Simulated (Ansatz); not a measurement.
**Y3PbC (Pm-3m): relaxing the cell for a phonon run**

Aim: bring Y3PbC (Pm-3m) to small forces and stress, as phonons need.

Main program and level: Ansatz 0.2.0; DFT PBEsol, scalar-relativistic, plane waves, PAW; PAW set soft_1.

### 1. Starting point

It takes space group Pm-3m (No. 221, cubic). The conventional cell has a = 4.910 Å, b = 4.910 Å, c = 4.910 Å, α = 90.00°, β = 90.00°, γ = 90.00°. Nearest to Y lie 2 C at 2.45 Å and 4 Pb at 3.47 Å and 8 Y at 3.47 Å. Nearest to Pb lie 12 Y at 3.47 Å. Nearest to C lie 6 Y at 2.45 Å. Farther neighbours are not listed.

### 2. Probe on a coarse mesh

A quick single point on a coarse mesh tells whether the cell has a gap and how far it is from rest, which sets the k mesh and smearing that follow.

input.yaml reads:

```yaml
crystal:
  lattice:
    - [4.9095349, 0.0, 0.0]
    - [0.0, 4.9095349, 0.0]
    - [0.0, 0.0, 4.9095349]
  atoms:
    - { symbol: "Y", position: [0.5, 0.0, 0.5] }
    - { symbol: "Y", position: [0.0, 0.5, 0.5] }
    - { symbol: "Y", position: [0.5, 0.5, 0.0] }
    - { symbol: Pb, position: [0.0, 0.0, 0.0] }
    - { symbol: C, position: [0.5, 0.5, 0.5] }
kpoints:
  mp_grid: { grid: [4, 4, 4] }
hamiltonian:
  xc: pbesol
  pseudopotentials: { kind: paw, azcp: { folder: soft_1 }, xc_functional: pbe }
scf:
  occupations: { method: gaussian, width: 0.1 }
output:
  forces: true
  stress: true
  eigenvalues: true
```

Command:

```sh
> ansatz run input.yaml --threads 4 --pin off --max-ram 10240MiB --backend cpu --events-out ev --progress --plain --runs-dir out
```

Numbers of over 12 decimals in the logs are rounded to 6 here.

The program printed:

```text
Engine: ansatz 0.2.0, x86_64-unknown-linux-gnu
Pseudopotentials: kind: paw
Pseudopotential: Y, paw, valence charge 11, recommended cutoff 420 eV (normal), soft_1/Y.paw.azcp
Pseudopotential: Pb, paw, valence charge 14, recommended cutoff 420 eV (normal), soft_1/Pb.paw.azcp
Pseudopotential: C, paw, valence charge 4, recommended cutoff 420 eV (normal), soft_1/C.paw.azcp
Functional definition: PBEsol
  exchange = pbesol_x
[...]
k-point 0: bands = [... 22 lower, 10.4216, 10.4216, 10.9438, 10.9438, 10.9438, 12.0931, 12.0931, 12.0931, ... 1 higher]
  k-point 1: bands = [... 22 lower, 10.1733, 10.3811, 10.3811, 10.9263, 11.1114, 11.6500, 13.0594, 13.0594, ... 1 higher]
  k-point 2: bands = [... 22 lower, 9.9436, 10.1365, 10.1365, 11.3311, 11.7460, 12.8291, 13.0668, 13.3597, ... 1 higher]
  k-point 9: bands = [... 22 lower, 9.7803, 9.7803, 9.7803, 12.4013, 12.4013, 12.4013, 12.9925, 12.9925, ... 1 higher]
[key lines of the parts left out:]
SCF converged after 8 iterations
Free energy (F): -23392.313443 eV
Fermi energy:    11.580623 eV
P = ⅓ Tr σ = -2.5434 GPa (-25.434 kbar)
```

Elapsed: 1.7 s, on 4 threads of Intel Xeon Platinum 8488C (Sapphire Rapids), shared host; peak memory 0.48 GiB.

This step gave:

```yaml
pressure: -2.543 GPa
volume_per_atom: 23.67 Å³
gap_on_the_k_mesh: 0 eV
```

The coarse mesh shows no gap and a pressure of -2.5 GPa.

### 3. Relaxation

Harmonic phonons are second derivatives at a point where the forces vanish, and they are wanted at zero stress, so atoms and cell are relaxed first.

Changes to input.yaml since step 2:

```diff
@@ -12,3 +12,3 @@
 kpoints:
-  mp_grid: { grid: [4, 4, 4] }
+  mp_grid: { grid: [8, 8, 8] }
 hamiltonian:
@@ -22 +22,6 @@
   eigenvalues: true
+relax:
+  adjacent_minimum: "off"
+  f_tol: 0.005
+  max_steps: 80
+  cell: { stress_tol: 0.05 }
```

The program printed:

```text
[...]
Crystal: 5 atoms, lattice volume = 118.337 Å³
Basis set: ecut = 420 eV, 2325 PW (Γ), exchange–correlation on 72×72×72 points (8 copies of the dense FFT grid, shifted against one another)
Bands: 31, of which v1, the nominal top of the filled ones, is band 26 counted from 1 (25 counted from 0)
Symmetry: 48 space group operations
[...]
k-points: 35 of 512
[...]
SCF iter   1: F=—  HF=-23397.029770 eV  |F-HF|=—  |Δ(HF+E_count)|=         —  Δρ=6.80e-2  dr2=1.76e1  ethr=3.10e-3  ⟨swp⟩=6.1  Hψ=4550  notcnv=0
[...]
SCF iter   9: F=-23392.304970 eV  HF=-23392.304970 eV  |F-HF|=1.80e-9  |Δ(HF+E_count)|=   2.07e-8  Δρ=1.42e-6  dr2=2.73e-9  ethr=1.96e-10  ⟨swp⟩=8.6  Hψ=4710  notcnv=0
SCF 1 converged in 9 iterations: F = -23392.304970 eV  dr2 = 2.73e-9
[...]
relax step   1: F+E_penalty+E_count = -23392.30497027 eV  Δ(F+E_penalty+E_count) = +0.000e0 eV  max|allowed force component| = 9.256e-29 eV/Å  Δτ_max = 0.0000 Å  P = -2.511 GPa  Ω = 118.337 Å³  (9 SCF iters, dr2 threshold 1.00e-7 eV, accepted)
Crystal: 5 atoms, lattice volume = 110.689 Å³
Basis set: ecut = 420 eV, 2109 PW (Γ), exchange–correlation on 72×72×72 points (8 copies of the dense FFT grid, shifted against one another)
[...]
iter 1 solved again at ethr=4.79e-4 eV; its pass at ethr=3.10e-3 eV (dr2=2.44e-1 eV) is discarded
[...]
SCF iter   6: F=-23392.298207 eV  HF=-23392.298208 eV  |F-HF|=2.65e-7  |Δ(HF+E_count)|=   3.55e-6  Δρ=1.71e-5  dr2=4.33e-7  ethr=9.80e-10  ⟨swp⟩=6.7  Hψ=5651  notcnv=0
SCF 2 converged in 6 iterations: F = -23392.298207 eV  dr2 = 4.33e-7
[...]
relax step   2: F+E_penalty+E_count = -23392.29820747 eV  Δ(F+E_penalty+E_count) = +6.763e-3 eV  max|allowed force component| = 4.365e-30 eV/Å  Δτ_max = 0.0000 Å  P = +3.178 GPa  Ω = 110.689 Å³  energy of the carried Pulay correction = +1.596e-3 eV  (6 SCF iters, dr2 threshold 5.00e-7 eV, rejected (line search))
Crystal: 5 atoms, lattice volume = 114.834 Å³
Basis set: ecut = 420 eV, 2205 PW (Γ), exchange–correlation on 72×72×72 points (8 copies of the dense FFT grid, shifted against one another)
[...]
SCF iter   9: F=-23392.335332 eV  HF=-23392.335332 eV  |F-HF|=1.46e-11  |Δ(HF+E_count)|=  3.64e-12  Δρ=1.57e-7  dr2=2.60e-11  ethr=1.00e-12  ⟨swp⟩=6.0  Hψ=4057  notcnv=0
SCF 3 converged in 9 iterations: F = -23392.335332 eV  dr2 = 2.60e-11
relax step   3: F+E_penalty+E_count = -23392.33533243 eV  Δ(F+E_penalty+E_count) = -3.036e-2 eV  max|allowed force component| = 1.157e-29 eV/Å  Δτ_max = 0.0000 Å  P = -0.140 GPa  Ω = 114.834 Å³  energy of the carried Pulay correction = +7.178e-4 eV  (9 SCF iters, accepted)
[...]
relax step   4: F+E_penalty+E_count = -23392.33545766 eV  Δ(F+E_penalty+E_count) = -1.252e-4 eV  max|allowed force component| = 6.653e-30 eV/Å  Δτ_max = 0.0000 Å  P = +0.007 GPa  Ω = 114.634 Å³  energy of the carried Pulay correction = +7.595e-4 eV  (5 SCF iters, dr2 threshold 4.91e-8 eV, accepted)
[...]
SCF iter   6: F=-23392.334773 eV  HF=-23392.334773 eV  |F-HF|=3.64e-12  |Δ(HF+E_count)|=  1.09e-11  Δρ=4.59e-8  dr2=3.32e-12  ethr=1.00e-12  ⟨swp⟩=4.7  Hψ=3429  notcnv=0
SCF 5 converged in 6 iterations: F = -23392.334773 eV  dr2 = 3.32e-12
relax step   5: F+E_penalty+E_count = -23392.33477273 eV  Δ(F+E_penalty+E_count) = +6.849e-4 eV  max|allowed force component| = 3.119e-30 eV/Å  Δτ_max = 0.0000 Å  P = +0.001 GPa  Ω = 114.634 Å³  stress off target by 5.13e-4 GPa  SCF on the basis re-selected at this cell (its energy is not comparable with the rows above)  (6 SCF iters)
basis re-selected at this cell: Δ(F+E_penalty+E_count) = +6.849e-4 eV, ΔP = -0.006 GPa vs the last step (what re-selecting the basis moved, of the pressure what is left beyond the Pulay correction that the steps carried, after the strain that the cell walked since its last selection, with what the two solves' SCF thresholds leave and, on support functions, any second-order correction that the steps lacked; it is no m [...]
SCF converged after 6 iterations
Free energy (F): -23392.334773 eV
[...]
Internal energy: -23392.321834 eV  (E = F + TS)
E sigma→0 (E₀):  -23392.328303 eV
Entropy (-TS):   -0.012939 eV (-2.588 meV/atom)
Fermi energy:    11.993717 eV
[...]
--- Stress (GPa, compression-positive) ---
        0.000513      -0.000000       0.000000
       -0.000000       0.000513       0.000000
        0.000000       0.000000       0.000513
  P = ⅓ Tr σ = 0.0005 GPa (0.005 kbar)
--- Band table (eV; the first three rows and the last of 35) ---
  k-point 0: bands = [... 22 lower, 10.8519, 10.8519, 11.3385, 11.3385, 11.3385, 12.5604, 12.5604, 12.5604, ... 1 higher]
  k-point 1: bands = [... 22 lower, 10.9446, 11.1180, 11.1180, 11.1355, 11.3849, 11.9278, 12.8934, 12.8934, ... 1 higher]
  k-point 2: bands = [... 22 lower, 10.6089, 10.8169, 10.8169, 11.3296, 11.5096, 12.1160, 13.5372, 13.5372, ... 1 higher]
  k-point 34: bands = [... 22 lower, 10.1992, 10.1992, 10.1992, 12.8707, 12.8707, 12.8707, 13.4556, 13.4556, ... 1 higher]
--- Relaxed structure (4 steps of the walk, 3 accepted, 1 SCFs on fresh bases) ---
  F+E_penalty+E_count = -23392.33477273 eV   max|allowed force component| = 3.119e-30 eV/Å   (the final SCF, on the basis selected at the relaxed cell)
  cell:  # Å, volume = 114.6339 Å³
    - [4.857778, 0, 0]
    - [0, 4.857778, 0.0]
    - [0, 0.0, 4.857778]
  atoms:
    - { symbol: Y, position: [0.5, 0, 0.5] }
    - { symbol: Y, position: [0, 0.5, 0.5] }
    - { symbol: Y, position: [0.5, 0.5, 0] }
    - { symbol: Pb, position: [0, 0, 0] }
    - { symbol: C, position: [0.5, 0.5, 0.5] }
```

Wall time 7.7 s (4 threads); peak memory 0.57 GiB; 29 s of CPU time.

The steps of the relaxation:

```csv
step,energy less that of the first step (eV),largest force component (eV/Å),pressure (GPa),volume (Å³)
1,0.0000,0.0000,-2.51,118.34
2,0.0068,0.0000,3.18,110.69
3,-0.0304,0.0000,-0.14,114.83
4,-0.0305,0.0000,0.01,114.63
5*,-0.0298,0.0000,0.00,114.63
```

Relaxation steps marked * repeat the geometry before them on a plane-wave basis chosen anew for their cell, so energy and pressure can jump there. Relaxation step 2 was tried and not accepted.

The run keeps the 48 symmetry operations that it works with, so distortions that break them were not tested.

```csv
"conventional cell, symmetrised",before,after,change
a (Å),4.910,4.858,-1.1 %
b (Å),4.910,4.858,-1.1 %
c (Å),4.910,4.858,-1.1 %
volume (Å³/atom),23.67,22.93,-3.1 %
```

Final coordinates:

```cif
data_structure
_symmetry_space_group_name_H-M 'P 1'
_symmetry_Int_Tables_number 1
_cell_length_a 4.8578
_cell_length_b 4.8578
_cell_length_c 4.8578
_cell_angle_alpha 90.000
_cell_angle_beta 90.000
_cell_angle_gamma 90.000
_cell_volume 114.63
loop_
_atom_site_label
_atom_site_type_symbol
_atom_site_fract_x
_atom_site_fract_y
_atom_site_fract_z
_atom_site_occupancy
Y1 Y 0.50000 0.00000 0.50000 1
Y2 Y 0.00000 0.50000 0.50000 1
Y3 Y 0.50000 0.50000 0.00000 1
Pb4 Pb 0.00000 0.00000 0.00000 1
C5 C 0.50000 0.50000 0.50000 1
```

Numbers from this step:

| Property | Result |
| --- | --- |
| pressure | 5.13e-4 GPa |
| volume per atom | 22.93 Å³ |

In this step the volume went from 23.67 to 22.93 Å³/atom.

### 4. Relaxing to small forces for the phonons

Phonons need a cell at rest on their own settings, so the relaxation is repeated with tight tolerances on forces and stress, using the mesh and the filling of the phonon run that follows.

input.yaml, the sections that differ from step 3:

```yaml
crystal:
  lattice:
    - [4.857777851, 0.0, 0.0]
    - [0.0, 4.857777851, 0.0]
    - [0.0, 0.0, 4.857777851]
  atoms:
    - { symbol: "Y", position: [0.5, 0.0, 0.5] }
    - { symbol: "Y", position: [0.0, 0.5, 0.5] }
    - { symbol: "Y", position: [0.5, 0.5, 0.0] }
    - { symbol: Pb, position: [0.0, 0.0, 0.0] }
    - { symbol: C, position: [0.5, 0.5, 0.5] }
scf:
  occupations: { method: methfessel_paxton, width: 0.2 }
relax:
  adjacent_minimum: "off"
  f_tol: 0.001
  max_steps: 60
  cell: { stress_tol: 0.01 }
# kpoints, hamiltonian, output: as in step 3
```

The program printed:

```text
[...]
Crystal: 5 atoms, lattice volume = 114.634 Å³
Basis set: ecut = 420 eV, 2205 PW (Γ), exchange–correlation on 72×72×72 points (8 copies of the dense FFT grid, shifted against one another)
Bands: 31, of which v1, the nominal top of the filled ones, is band 26 counted from 1 (25 counted from 0)
Symmetry: 48 space group operations
[...]
k-points: 35 of 512
[...]
--- Relaxed structure (3 steps of the walk, 2 accepted, 1 SCFs on fresh bases) ---
[...]
cell:  # Å, volume = 114.6180 Å³
    - [4.857554, 0, 0.0]
    - [0, 4.857554, 0.0]
    - [0.0, 0.0, 4.857554]
  atoms:
    - { symbol: Y, position: [0.500000, 0, 0.500000] }
    - { symbol: Y, position: [0, 0.500000, 0.500000] }
    - { symbol: Y, position: [0.500000, 0.500000, 0] }
    - { symbol: Pb, position: [0, 0, 0] }
    - { symbol: C, position: [0.500000, 0.500000, 0.500000] }
[key lines of the parts left out:]
SCF converged after 5 iterations
Free energy (F): -23392.330011 eV
Fermi energy:    11.994705 eV
P = ⅓ Tr σ = -0.0000 GPa (-0.000 kbar)
```

Wall time 6.3 s (4 threads); peak memory 0.54 GiB.

Little changed from the start: no atom moved by 0.005 Å and no cell edge by 0.1 %.

Numbers from this step:

- pressure: -1.38e-5 GPa
- volume per atom: 22.92 Å³

The forces vanish by symmetry and the pressure is 0.000 GPa, within the tolerances set. The cell now holds 22.92 Å³/atom.

### 5. What came out

| Property | Result |
| --- | --- |
| space group after relaxation (within 0.01 Å) | Pm-3m |
| lattice constant a | 4.858 Å |
| lattice constant b | 4.858 Å |
| lattice constant c | 4.858 Å |
| volume per atom | 22.9 Å³ |

In words: The forces vanish by symmetry and the pressure is 0.000 GPa, within the tolerances set. The cell now holds 22.92 Å³/atom. The relaxation keeps the symmetry of its start, so it says nothing on stability against lower symmetry. The runs are without spin polarisation, although the cell has an odd electron count. Spin-orbit coupling is left out, which can matter for the heavy elements here. The PAW files were made for PBE and serve the other functionals too.

[Logs are printed without paths, hosts, clocks, repeated set-up lines and the standing remarks that a program may print on its own settings, such as how far it seeks lower states.]

[Hosts, paths, dates, database ids (printed as entryN), source tags and the programs' standing remarks are cut or masked in the printed files.]
